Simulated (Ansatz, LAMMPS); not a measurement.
# Amorphous 32Ga2O3-68GeO2 (mol %) (69 atoms): where an added charge goes: runs compared

Does an extra electron or hole in amorphous 32Ga2O3-68GeO2 (mol %) (69 atoms) stay spread out, or do the atoms trap it?

Computed with Ansatz 0.2.0: Kohn-Sham DFT, PBE, PAW (set soft_1), plane waves.

## 1. The cell as built

The cell holds 69 atoms: 12 Ga, 13 Ge and 44 O. Cell: a = 9.780 Å, b = 9.780 Å, c = 9.780 Å, α = 90.0°, β = 90.0°, γ = 90.0°. 69 atoms (12 Fe, 13 Ge, 44 O) placed at random at 4.19 g/cm³, melted at 5000 K for 10 ps at fixed volume with the Morse and Coulomb pair potential with partial charges (Pedone, Malavasi, Menziani, Cormack and Segre, J. Phys. Chem. B 110, 11780 (2006)). Quenched from 5000 K to 300 K at 20 K/ps and fixed volume, held 5 ps, then minimised at fixed cell. Then Fe was replaced by Ga and the cell scaled by 1.006 (the potential has no terms for the new elements, so the cell is a start for a DFT relaxation).

Limits known from the start: The quench rate of 20 K/ps is many orders above laboratory rates, so the cell is likely richer in defects and strain than a real sample. The starting topology of bonds comes from the classical model, and needn't be the one that DFT or experiment would give. Only the Γ point is sampled, in a cell whose shortest periodic width is 10 Å.

## 2. The reference run

The reference is a single point at the end of the relaxation.

The charged cells start from the geometry of this run, on a uniform background, with spin and a narrow Fermi–Dirac smearing.

Its input, with most atom lines left out:

```yaml
crystal:
  lattice:
    - [9.77983, 0.0, 0.0]
    - [0.0, 9.77983, 0.0]
    - [0.0, 0.0, 9.77983]
  atoms:
    - { symbol: Ga, position: [0.87902, 0.90541, 0.56428] }
    - { symbol: Ga, position: [0.29517, 0.65123, 0.70632] }
    - { symbol: Ga, position: [0.63033, 0.08098, 0.7128] }
    - { symbol: Ga, position: [0.59047, 0.37521, 0.80529] }
    - { symbol: Ga, position: [0.03331, 0.79668, 0.85857] }
    - { symbol: Ga, position: [0.94463, 0.58462, 0.61148] }
    - { symbol: Ga, position: [0.10296, 0.11144, 0.66368] }
    [... atom lines 8 to 69 left out ...]
kpoints:
  mp_grid: { grid: [1, 1, 1] }
hamiltonian:
  xc: pbe
  pseudopotentials: { kind: paw, azcp: { folder: soft_1 } }
scf:
  occupations: { method: fixed }
output:
  forces: true
  stress: true
  populations: true
  dos:
    method: { smearing: { sigma: 0.08 } }
    de: 0.1
    projected: { site_lists: { Ga: [Ga], Ge: [Ge], O: [O] } }
  eigenvalues: true
  write_density: true
  write_potential: true
  volumetric_format: npy
  elf: true
```

- free energy per atom: -1828.9289 eV/atom
- r.m.s. force component: 0.00732 eV/Å
- pressure: -1.755 GPa

Filled and empty levels are parted by 1.49 eV (at Γ alone); a semilocal functional tends to put such gaps too low. In a disordered cell it changes from sample to sample, and tail or defect levels can set it.

## 3. The runs

Each row is one run, on 4 threads of Arm Neoverse V1, shared host. The free energy is the program's total, comparable only between runs with the same functional, potentials and atoms; between charge states it hangs on the program's zero of potential.

```tsv
run	atoms	outcome	ionic steps, all passes	free energy (eV)	time	host memory (GiB)
Single point at the start	69	converged	-	-126190.562	16 s	1.3
Relaxation	69	converged	16	-126196.098	2.4 min	1.3
Single point at the relaxed geometry	69	converged	-	-126196.098	22 s	1.4
An extra electron, atoms held	69	converged	-	-126189.685	39 s	2.2
An extra electron, atoms relaxed	69	converged	3	-126189.702	77 s	2.1
An extra electron, levels at the relaxed geometry	69	converged	-	-126189.702	44 s	2.2
Neutral at the geometry of the electron	69	converged	-	-126196.081	20 s	1.4
An extra hole, atoms held	69	converged	-	-126200.786	78 s	2.2
An extra hole, atoms relaxed	69	converged	18	-126201.028	7.6 min	2.2
An extra hole, levels at the relaxed geometry	69	converged	-	-126201.028	53 s	2.2
Neutral at the geometry of the hole	69	converged	-	-126195.293	21 s	1.4
```

Local excerpt of 8 atoms (numbers count through the whole input) about O60, which holds the most spin of the extra hole after relaxation; x, y, z are measured from there.

```tsv
atom	x	y	z	distance (Å)	Löwdin charge (e)	moment (μB)
O60	0.00	0.00	0.00	0.00	-0.52	0.36
Ga12	-1.32	-0.67	-1.22	1.92	1.08	0.00
Ga10	0.27	-0.46	1.98	2.05	1.05	0.00
Ga6	0.61	2.01	0.11	2.10	1.06	0.00
O32	1.88	-1.07	-0.95	2.37	-0.52	0.31
O67	0.57	1.46	2.02	2.55	-0.65	0.04
O29	-2.65	0.20	0.21	2.66	-0.63	0.06
O48	2.05	-1.16	1.82	2.98	-0.67	0.00
```

## 4. Energies and spread of the extra charge

Energies are differences within one cell and functional; the shift is the gain plus the neutral cell's energy at the new geometry, that is how much cheaper the vertical process becomes there. The spread is the participation number of the site moments (1/Σw², over the spin inside atomic spheres), with the atom that holds the largest share and the spin that the spheres hold in all.

```tsv
carrier	charged less neutral, atoms held (eV)	gain on relaxing (eV)	neutral cell at that geometry, less the reference (eV)	shift of the vertical energy (eV)	spread, atoms held	spread, relaxed
electron	6.413	0.018	0.016	0.034	61; O54 3 % of 0.30 μB	60; O54 3 % of 0.31 μB
hole	-4.689	0.242	0.804	1.046	13; O28 18 % of 0.86 μB	3; O60 40 % of 0.90 μB
```

## 5. Outcome

The extra electron gains 0.018 eV as the atoms relax, and its spin stays on about 60 atoms: it stays spread out at this level. The cell with the electron ends on a moment of 0.76 μB, short of the 1 μB of one unpaired electron, so the spin density holds only part of the carrier. With the atoms held, the spheres hold only 0.30 of the 0.74 μB, so the spread is read from a small part of the spin. The extra hole gains 0.24 eV as the atoms relax, and its spin goes from about 13 to 3 atoms: a partial localisation as the atoms move, with the largest share on O60. The O60–O32 distance goes from 2.88 to 2.37 Å. Adding the two vertical energies gives 1.72 eV, against a gap of 1.49 eV in the neutral cell. The zero of the potential cancels in this sum; the excess isn't taken apart here: charging of a small cell, filling of bands on a coarse mesh and the attraction to the background can all enter.

**Limits.** Single energies of charged cells hang on the program's zero of potential. In the spin-polarised runs the search for a state of lower energy was switched off. No distortion was seeded, so a trapped state behind a barrier can't be found. Local and semilocal functionals favour spread-out charges, so trapping can be missed. The stress is far from hydrostatic: its diagonal is -1.9, 0.4, -3.8 GPa, compression counted positive. The pressure of -1.8 GPa says that the cell would shrink at this level of theory. Charged cells carry a uniform background, with no correction for images.

The DFT runs together took 16 min of wall time.

[Logs are printed without paths, hosts, clocks, repeated set-up lines and the standing remarks that a program may print on its own settings, such as how far it seeks lower states.]

[Hosts, paths, dates, database ids (printed as entryN), source tags and the programs' standing remarks are cut or masked in the printed files.]
